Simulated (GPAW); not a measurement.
**Local fields, kernels and plasmons in KF (Carobbiite)**

What do local fields and a kernel do to the response of KF (Carobbiite)?

Method: PBE and many-body steps on it, plane waves, in GPAW 26.7.0.

**1. The starting structure**

It takes space group Fm-3m (No. 225, cubic). Conventional cell: a = 5.344 Å, b = 5.344 Å, c = 5.344 Å, α = 90.00°, β = 90.00°, γ = 90.00°. K has 6 F at 2.67 Å nearest. F has 6 K at 2.67 Å nearest. Farther neighbours, and contacts between anions beyond the nearest, are not listed.

Coordinates:

```xyz
2
Lattice="0.0000 2.6719 2.6719 2.6719 0.0000 2.6719 2.6719 2.6719 0.0000" Properties=species:S:1:pos:R:3 pbc="T T T"
K     0.0000    0.0000    0.0000
F     2.6719    2.6719    2.6719
```

The cell and positions come from the Crystallography Open Database and are kept as given unless a step says otherwise.

**2. Empty states on the mesh, 10×10×10 mesh, 50 bands**

This step: GPAW 26.7.0; DFT, PBE, plane waves, PAW.

The sums over transitions need many empty states on a uniform mesh; this step solves for them.

The input, run.py:

```python
import json
import numpy as np
from gpaw.mpi import world
from gpaw import GPAW

calc = GPAW('gs.gpw').fixed_density(kpts={'size': (10, 10, 10), 'gamma': True},
    nbands=58,
    convergence={'bands': 50},
    txt='nscf.txt')
calc.write('full.gpw', mode='all')
res = {}
kpts = calc.get_ibz_k_points()
res['kpts'] = kpts
res['eigenvalues'] = [calc.get_eigenvalues(kpt=k) for k in range(len(kpts))]
res['n_electrons'] = calc.get_number_of_electrons()

if world.rank == 0:
    with open('result.json', 'w') as f:
        json.dump(res, f, default=lambda x: x.tolist())
```

Launch:

```sh
$ mpirun -n 4 gpaw python run.py
```

What it wrote:

```text
Diagonalizing LCAO Hamiltonian
Converting LCAO to pw mode
convergence criteria:
- Maximum integral of absolute [eigenst]ate change: 4e-08 eV^2 / valence electron
maximum number of iterations: 100

SCF iterations
|iter     |     time |      energy | eigst |  dens |
|iter:   1|  |             | +4.08 |       |
|iter:   2|  |             | +2.76 |       |
|iter:   3|  |             | +1.54 |       |
[...]
|iter:   9|  |             | -6.20 |       |
|iter:  10|  |             | -7.05 |       |
|iter:  11|  |             | -7.77c|       |
SCF steps: 11
  __  _  _
 | _ |_)|_||  |
 |__||  | ||/\| - 26.7.0

Input parameters:
  mode=PW(ecut=600.0),
  convergence={'bands': 50},
  gpts=array([24, 24, 24]),
  kpts=MonkhorstPack(size=(10, 10, 10), gamma=True),
  maxiter=100,
  nbands=58,
  occupations=Occupations(name='fermi-dirac', width=0.001, fixmagmom=False),
  parallel={},
  xc=XC(name='PBE')
# Writing to full.gpw (mode='all')
  [... matrices ...]

timing:  # [seconds]
  Total: 0.046  # ━━━━━━━━━━━━━━━━━━━━━━━━━━━━━━━━━━━━━━━━━━━━━━━━━━━━━━━━━━━
```

Run time: 24 s. Hardware: 4 MPI ranks of Arm Neoverse V1, shared host; peak memory 0.72 GiB.

This step gave:

```
gap                                                           : 6.182 eV
k of the valence top                                          : 0, 0, 0
k of the conduction bottom                                    : 0, 0, 0
least direct gap                                              : 6.182 eV
k points computed                                             : 47
lowest point of the top converged band, above the valence top : 55.7497 eV
```

On this mesh the gap is 6.182 eV.

**3. RPA response**

The response function is computed on a frequency grid, with local fields up to the given cutoff.

This step: linear response, RPA, on PBE, plane waves, PAW.

The input, run.py:

```python
import json
import numpy as np
from gpaw.mpi import world
from gpaw.response.df import DielectricFunction

df = DielectricFunction('full.gpw',
    ecut=50,
    nbands=50,
    eta=0.2,
    frequencies={'type': 'nonlinear', 'domega0': 0.05, 'omega2': 10.0},
    intraband=False,
    txt='df.txt')
res = {'optical': {}, 'eels': []}
for d in 'x':
    y0, y = df.get_dielectric_function(direction=d, xc='RPA', filename=None)
    res['optical'][d] = [y0.real, y0.imag, y.real, y.imag]
res['w'] = df.get_frequencies()
for q_c in [[0.1, 0, 0], [0.2, 0, 0], [0.5, 0, 0], [0.8, 0, 0], [1.2, 0, 0]]:
    res['eels'].append(df.get_eels_spectrum(q_c=q_c, xc='RPA', filename=None))

if world.rank == 0:
    with open('result.json', 'w') as f:
        json.dump(res, f, default=lambda x: x.tolist())
```

Launch:

```sh
$ mpirun -n 4 gpaw python run.py
```

What it wrote:

```text
Using integrator: PointIntegrator
NonLinearFrequencyDescriptor(from 0.000 to 87.042 eV, 379 points)
Nonperiodic BCs:  [False False False]
Using integrator: PointIntegrator
NonLinearFrequencyDescriptor(from 0.000 to 87.042 eV, 379 points)
Nonperiodic BCs:  [False False False]

Calculating chi0 body with:
    Ground state adapter containing:
    Number of spins: 1
    Number of kpoints: 1000
    Number of irreducible kpoints: 47
    Number of completely occupied states: 8
    Number of partially occupied states: 8
    Occupied states memory: 1.6875 M / cpu

    Linear response parametrization:
    q_c: [0.0, 0.0, 0.0]
    Number of frequency points: 379
    Planewave cutoff: 50.0
    Number of bands: 50
    Number of planewaves: 27
    Broadening (eta): 0.2
    comm.size: 4
    kncomm.size: 4
    blockcomm.size: 1

    Memory estimate of potentially large arrays:
        chi0_wGG: 4.215866 M / cpu
Integrating chi0 body.

Symmetries of q_c:
    Direct symmetries (Uq -> q): 48
    Indirect symmetries (TUq -> q): 0
In total 48 allowed symmetries.

  [... matrices ...]
47 groups of equivalent kpoints. 95.3% reduction.

Integral kind: spectral function

Calculating chi0 optical extensions with:
    Ground state adapter containing:
    Number of spins: 1
    Number of kpoints: 1000
    Number of irreducible kpoints: 47
    Number of completely occupied states: 8
    Number of partially occupied states: 8
    Occupied states memory: 1.6875 M / cpu

    Linear response parametrization:
    Number of frequency points: 379
    Planewave cutoff: 50.0
    Number of bands: 50
    Number of planewaves: 27
    Broadening (eta): 0.2
Integrating chi0 head and wings.

Symmetries of q_c:
    Direct symmetries (Uq -> q): 48
    Indirect symmetries (TUq -> q): 0
In total 48 allowed symmetries.

  [... matrices ...]
47 groups of equivalent kpoints. 95.3% reduction.

Integral kind: spectral function wings

Calculating chi0 body with:
    Ground state adapter containing:
    Number of spins: 1
    Number of kpoints: 1000
    Number of irreducible kpoints: 47
    Number of completely occupied states: 8
    Number of partially occupied states: 8
    Occupied states memory: 1.6875 M / cpu

    Linear response parametrization:
    q_c: [0.1, 0.0, 0.0]
    Number of frequency points: 379
    Planewave cutoff: 50.0
    Number of bands: 50
    Number of planewaves: 27
    Broadening (eta): 0.2
    comm.size: 4
    kncomm.size: 4
    blockcomm.size: 1

    Memory estimate of potentially large arrays:
        chi0_wGG: 4.215866 M / cpu
Integrating chi0 body.

Symmetries of q_c:
    Direct symmetries (Uq -> q): 6
    Indirect symmetries (TUq -> q): 0
In total 6 allowed symmetries.

  [... matrices ...]
220 groups of equivalent kpoints. 78.0% reduction.

Integral kind: spectral function

[... 4 further calls ...]
```

The job ended after 30 s (4 MPI ranks; peak memory 0.97 GiB).

This step gave:

* ε at zero frequency: 1.913
* the same without local fields: 2.101

The static value is 1.91.

The ε₂ has structure finer than the step of the table below, so its rows give means over 1 eV. Peaks (eV: height): xx, no local fields 10.2: 1.59, 11.8: 1.24, 18.8: 2.45, 21.2: 3.02, 23.0: 2.71; xx, local fields 10.2: 1.47, 11.8: 1.16, 15.8: 0.703, 18.8: 1.08, 26.2: 2.03.

RPA, broadening 0.2 eV. ε₂ against photon energy; means over each step:

| photon energy (eV) | xx, no local fields | xx, local fields |
| --- | --- | --- |
| 1 | 0.00263 | 0.00228 |
| 2 | 0.00562 | 0.00489 |
| 3 | 0.00953 | 0.00835 |
| 4 | 0.0156 | 0.0139 |
| 5 | 0.0286 | 0.0259 |
| 6 | 0.118 | 0.112 |
| 7 | 0.396 | 0.381 |
| 8 | 0.628 | 0.582 |
| 9 | 1.08 | 0.957 |
| 10 | 1.43 | 1.31 |
| 11 | 0.999 | 0.942 |
| 12 | 1.07 | 0.993 |
| 13 | 0.996 | 0.890 |
| 14 | 0.732 | 0.662 |
| 15 | 0.596 | 0.561 |
| 16 | 0.663 | 0.639 |
| 17 | 0.558 | 0.457 |
| 18 | 1.31 | 0.660 |
| 19 | 2.24 | 1.00 |
| 20 | 1.44 | 0.634 |
| 21 | 2.36 | 0.464 |
| 22 | 2.45 | 0.654 |
| 23 | 2.49 | 0.577 |
| 24 | 1.57 | 0.824 |
| 25 | 1.04 | 1.32 |
| 26 | 0.684 | 1.77 |
| 27 | 0.582 | 1.27 |
| 28 | 0.502 | 1.04 |
| 29 | 0.325 | 1.13 |
| 30 | 0.217 | 0.612 |
| 31 | 0.228 | 0.420 |
| 32 | 0.175 | 0.521 |
| 33 | 0.151 | 0.355 |
| 34 | 0.182 | 0.367 |
| 35 | 0.185 | 0.335 |
| 36 | 0.190 | 0.288 |
| 37 | 0.151 | 0.309 |
| 38 | 0.125 | 0.272 |
| 39 | 0.131 | 0.260 |

The loss function, xx has structure finer than the step of the table below, so its rows give means over 1 eV. Peaks (eV: height): 13.8: 0.470, 19.8: 0.501, 30.2: 1.74, 32.2: 1.22.

Optical limit, local fields. The loss function, xx by energy loss; means over each step:

energy loss (eV), loss function, xx and a bar:
```
        1       0.00 
        2       0.00 
        3       0.00 
        4       0.00 
        5       0.01 
        6       0.02 
        7       0.07 #
        8       0.10 ##
        9       0.15 ###
       10       0.25 #####
       11       0.29 ######
       12       0.33 #######
       13       0.33 #######
       14       0.37 ########
       15       0.24 #####
       16       0.28 ######
       17       0.21 ####
       18       0.20 ####
       19       0.36 #######
       20       0.41 ########
       21       0.22 ####
       22       0.26 #####
       23       0.22 #####
       24       0.21 ####
       25       0.28 ######
       26       0.41 ########
       27       0.66 ##############
       28       0.72 ###############
       29       0.79 ################
       30       1.47 ##############################
       31       0.95 ###################
       32       1.02 #####################
       33       0.85 #################
       34       0.70 ##############
       35       0.73 ###############
       36       0.57 ############
       37       0.57 ############
       38       0.55 ###########
       39       0.53 ###########
```

The -Im 1/eps(q) has structure finer than the step of the table below, so its rows give means over 2 eV. Peaks (eV: height): q = 0.204 1/A 13.8: 0.469, 19.8: 0.502, 30.2: 1.76, 32.2: 1.22; q = 0.407 1/A 13.8: 0.448, 19.8: 0.483, 30.2: 1.68, 32.2: 1.20; q = 1.018 1/A 19.6: 0.386, 30.0: 1.13, 32.4: 0.814, 35.0: 0.726; q = 1.629 1/A 19.2: 0.258, 30.0: 0.710, 32.2: 0.622, 34.8: 0.581; q = 2.444 1/A 30.0: 0.301, 32.2: 0.336, 35.0: 0.395, 37.6: 0.454.

RPA, local fields; q along the first reciprocal vector. The -Im 1/eps(q) by energy loss; means over each step:

| energy loss (eV) | q = 0.204 1/A | q = 0.407 1/A | q = 1.018 1/A | q = 1.629 1/A | q = 2.444 1/A |
| --- | --- | --- | --- | --- | --- |
| 2 | 0.00131 | 0.00122 | 9.0e-4 | 5.5e-4 | 2.2e-4 |
| 4 | 0.00343 | 0.00314 | 0.00218 | 0.00130 | 5.0e-4 |
| 6 | 0.0238 | 0.0186 | 0.00635 | 0.00343 | 0.00102 |
| 8 | 0.0990 | 0.0897 | 0.0501 | 0.0204 | 0.00508 |
| 10 | 0.251 | 0.236 | 0.188 | 0.109 | 0.0292 |
| 12 | 0.302 | 0.277 | 0.212 | 0.115 | 0.0351 |
| 14 | 0.325 | 0.314 | 0.240 | 0.145 | 0.0393 |
| 16 | 0.267 | 0.265 | 0.213 | 0.132 | 0.0534 |
| 18 | 0.221 | 0.215 | 0.196 | 0.152 | 0.0709 |
| 20 | 0.362 | 0.355 | 0.306 | 0.198 | 0.0870 |
| 22 | 0.249 | 0.243 | 0.219 | 0.178 | 0.0915 |
| 24 | 0.224 | 0.226 | 0.231 | 0.202 | 0.114 |
| 26 | 0.446 | 0.459 | 0.456 | 0.362 | 0.167 |
| 28 | 0.721 | 0.730 | 0.628 | 0.461 | 0.230 |
| 30 | 1.26 | 1.24 | 0.909 | 0.604 | 0.271 |
| 32 | 0.949 | 0.946 | 0.691 | 0.528 | 0.279 |
| 34 | 0.729 | 0.768 | 0.645 | 0.499 | 0.312 |
| 36 | 0.578 | 0.606 | 0.602 | 0.498 | 0.359 |
| 38 | 0.517 | 0.556 | 0.577 | 0.516 | 0.413 |

**4. ALDA response**

This step: linear response, ALDA, on PBE, plane waves, PAW.

run.py, as its differences from that of step 3:

```diff
@@ -14,7 +14,7 @@
 for d in 'x':
-    y0, y = df.get_dielectric_function(direction=d, xc='RPA', filename=None)
+    y0, y = df.get_dielectric_function(direction=d, xc='ALDA', filename=None)
     res['optical'][d] = [y0.real, y0.imag, y.real, y.imag]
 res['w'] = df.get_frequencies()
-for q_c in [[0.1, 0, 0], [0.2, 0, 0], [0.5, 0, 0], [0.8, 0, 0], [1.2, 0, 0]]:
-    res['eels'].append(df.get_eels_spectrum(q_c=q_c, xc='RPA', filename=None))
+for q_c in [[0.5, 0, 0]]:
+    res['eels'].append(df.get_eels_spectrum(q_c=q_c, xc='ALDA', filename=None))
```

Launch:

```sh
$ mpirun -n 4 gpaw python run.py
```

What it wrote:

```text
Using integrator: PointIntegrator
NonLinearFrequencyDescriptor(from 0.000 to 87.042 eV, 379 points)
Nonperiodic BCs:  [False False False]
Using integrator: PointIntegrator
NonLinearFrequencyDescriptor(from 0.000 to 87.042 eV, 379 points)
Nonperiodic BCs:  [False False False]

Calculating chi0 body with:
    Ground state adapter containing:
    Number of spins: 1
    Number of kpoints: 1000
    Number of irreducible kpoints: 47
    Number of completely occupied states: 8
    Number of partially occupied states: 8
    Occupied states memory: 1.6875 M / cpu

    Linear response parametrization:
    q_c: [0.0, 0.0, 0.0]
    Number of frequency points: 379
    Planewave cutoff: 50.0
    Number of bands: 50
    Number of planewaves: 27
    Broadening (eta): 0.2
    comm.size: 4
    kncomm.size: 4
    blockcomm.size: 1

    Memory estimate of potentially large arrays:
        chi0_wGG: 4.215866 M / cpu
Integrating chi0 body.

Symmetries of q_c:
    Direct symmetries (Uq -> q): 48
    Indirect symmetries (TUq -> q): 0
In total 48 allowed symmetries.

  [... matrices ...]
47 groups of equivalent kpoints. 95.3% reduction.

Integral kind: spectral function

Calculating chi0 optical extensions with:
    Ground state adapter containing:
    Number of spins: 1
    Number of kpoints: 1000
    Number of irreducible kpoints: 47
    Number of completely occupied states: 8
    Number of partially occupied states: 8
    Occupied states memory: 1.6875 M / cpu

    Linear response parametrization:
    Number of frequency points: 379
    Planewave cutoff: 50.0
    Number of bands: 50
    Number of planewaves: 27
    Broadening (eta): 0.2
Integrating chi0 head and wings.

Symmetries of q_c:
    Direct symmetries (Uq -> q): 48
    Indirect symmetries (TUq -> q): 0
[...]
(l,m)   max weight  avg weight  included
      (0,0)   1.00000000  0.99999909  yes
      (1,-1)  0.00000000  0.00000000  yes
      (1,0)   0.00000000  0.00000000  yes
[...]
In total: 1.000000 of the surface norm square is covered on average
      In total: 1.000000 of the surface norm square could be covered on average

    RSHE of atom 1
      (l,m)   max weight  avg weight  included
[...]
In total: 1.0 of the surface norm square is covered on average
      In total: 1.0 of the surface norm square could be covered on average

  [... matrices ...]

Calculating chi0 body with:
    Ground state adapter containing:
    Number of spins: 1
    Number of kpoints: 1000
    Number of irreducible kpoints: 47
    Number of completely occupied states: 8
    Number of partially occupied states: 8
    Occupied states memory: 1.6875 M / cpu

    Linear response parametrization:
    q_c: [0.5, 0.0, 0.0]
    Number of frequency points: 379
    Planewave cutoff: 50.0
    Number of bands: 50
    Number of planewaves: 34
    Broadening (eta): 0.2
    comm.size: 4
    kncomm.size: 4
    blockcomm.size: 1

    Memory estimate of potentially large arrays:
        chi0_wGG: 6.685242 M / cpu
Integrating chi0 body.

Symmetries of q_c:
    Direct symmetries (Uq -> q): 12
    Indirect symmetries (TUq -> q): 0
In total 12 allowed symmetries.

  [... matrices ...]
116 groups of equivalent kpoints. 88.4% reduction.

Integral kind: spectral function

Calculating ALDA kernel
Calculating f(G)
    Calculating PAW corrections

    RSHE of atom 0
      (l,m)   max weight  avg weight  included
[...]
[... further lines of this kind ...]
      In total: 1.000000 of the surface norm square is covered on average
      In total: 1.000000 of the surface norm square could be covered on average

    RSHE of atom 1
      (l,m)   max weight  avg weight  included
[...]
(4,-2)  0.00000000  0.00000000  yes
      (4,-1)  0.00000000  0.00000000  yes
      In total: 1.0 of the surface norm square is covered on average
      In total: 1.0 of the surface norm square could be covered on average
```

It took 9.7 s on 4 MPI ranks; peak memory 0.97 GiB; 38 s of CPU time.

This step gave:

```
ε at zero frequency           : 1.987
the same without local fields : 2.101
```

The static value is 1.99.

The ε₂ has structure finer than the step of the table below, so its rows give means over 2 eV. Peaks (eV: height): xx, no local fields 10.2: 1.59, 11.8: 1.24, 18.8: 2.45, 21.2: 3.02, 23.0: 2.71; xx, local fields 10.2: 1.44, 11.8: 1.11, 18.8: 1.30, 24.8: 2.60.

ALDA, broadening 0.2 eV. The ε₂ by photon energy; means over each step:

| photon energy (eV) | xx, no local fields | xx, local fields |
| --- | --- | --- |
| 2 | 0.00573 | 0.00530 |
| 4 | 0.0163 | 0.0154 |
| 6 | 0.149 | 0.150 |
| 8 | 0.674 | 0.665 |
| 10 | 1.28 | 1.18 |
| 12 | 1.00 | 0.936 |
| 14 | 0.757 | 0.751 |
| 16 | 0.627 | 0.614 |
| 18 | 1.38 | 0.814 |
| 20 | 1.72 | 0.819 |
| 22 | 2.58 | 0.949 |
| 24 | 1.66 | 1.79 |
| 26 | 0.730 | 1.80 |
| 28 | 0.486 | 0.971 |
| 30 | 0.236 | 0.388 |
| 32 | 0.181 | 0.318 |
| 34 | 0.176 | 0.243 |
| 36 | 0.184 | 0.227 |
| 38 | 0.130 | 0.171 |

(Part 1 of 2 ends here.)

[Long decimals in the printed logs are rounded to 6 places.]

[Logs are printed without paths, hosts, clocks, repeated set-up lines and the standing remarks that a program may print on its own settings, such as how far it seeks lower states.]

[Paths, hosts, dates, memory and timing lines, banners, echoed tables and standing remarks are left out of the program output; an Ansatz launch command may be rebuilt from the run's recorded settings. Measured values are a selection of at most five: reports struck by readers or far from the other reports are left out. None is set beside runs whose start may be inverted or whose files or cutoffs have a known fault.]

[Runs of the session that timed out or met a known fault of the program may be left out.]

[Hosts, paths, dates, database ids (printed as entryN), source tags and the programs' standing remarks are cut or masked in the printed files.]

[Where the starting crystal was built by hand or by swapping elements, it need not be the compound's stable phase.]
